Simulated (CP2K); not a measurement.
Consider 3-fluorofuran at its PBE geometry (Å).

```xyz
9

F    -2.0661    1.0514    0.0968
C    -0.9005    0.3706    0.0419
C     0.3982    0.9577   -0.0118
C     1.2571   -0.1046   -0.0565
O     0.5681   -1.2916   -0.0359
C    -0.7725   -0.9889    0.0256
H     0.6489    2.0118   -0.0094
H     2.3354   -0.1906   -0.1044
H    -1.4686   -1.8158    0.0536
```

Method: CP2K XAS_TDP, all-electron GAPW, PBEh(45%), aug-cc-pVDZ, TDA, GW2X-corrected core level, no relativity.

Question: Where do the F K-edge lines lie, and how strong are they?

Leading lines: F1 690.01 eV. The leading line of an atom is its first one with 35 % of the strongest within 2.5 eV of its lowest line over the strength cut. Core ionisation energies at this level: F1 692.86 eV.

The first six lines of each atom with a strength over 0.0015:

```tsv
atom	energy (eV)	states	strength, one atom	above the computed threshold
F1 (bonded to C)	690.01	1	0.0264	
	690.68	1	0.0046	
	691.50	1	0.0070	
	692.05	1	0.0016	
	692.19	1	0.0028	
	692.38	1	0.0046
```

Lines are vertical, at one geometry, with no vibrational structure. GW2X ionisation energies and lines can be off by 1 to 2 eV either way, and a good line position may hide errors that cancel. These values hold no scalar relativity, about 0.7 eV for F 1s. Rydberg lines, and the discretised continuum above threshold, depend on the basis and the box.

[Banner, clock and machine lines of the logs are left out without a mark of their own.]

[Logs are printed without paths, hosts, clocks, repeated set-up lines and the standing remarks that a program may print on its own settings, such as how far it seeks lower states.]

[Hosts, paths, dates, database ids (printed as entryN), source tags and the programs' standing remarks are cut or masked in the printed files.]
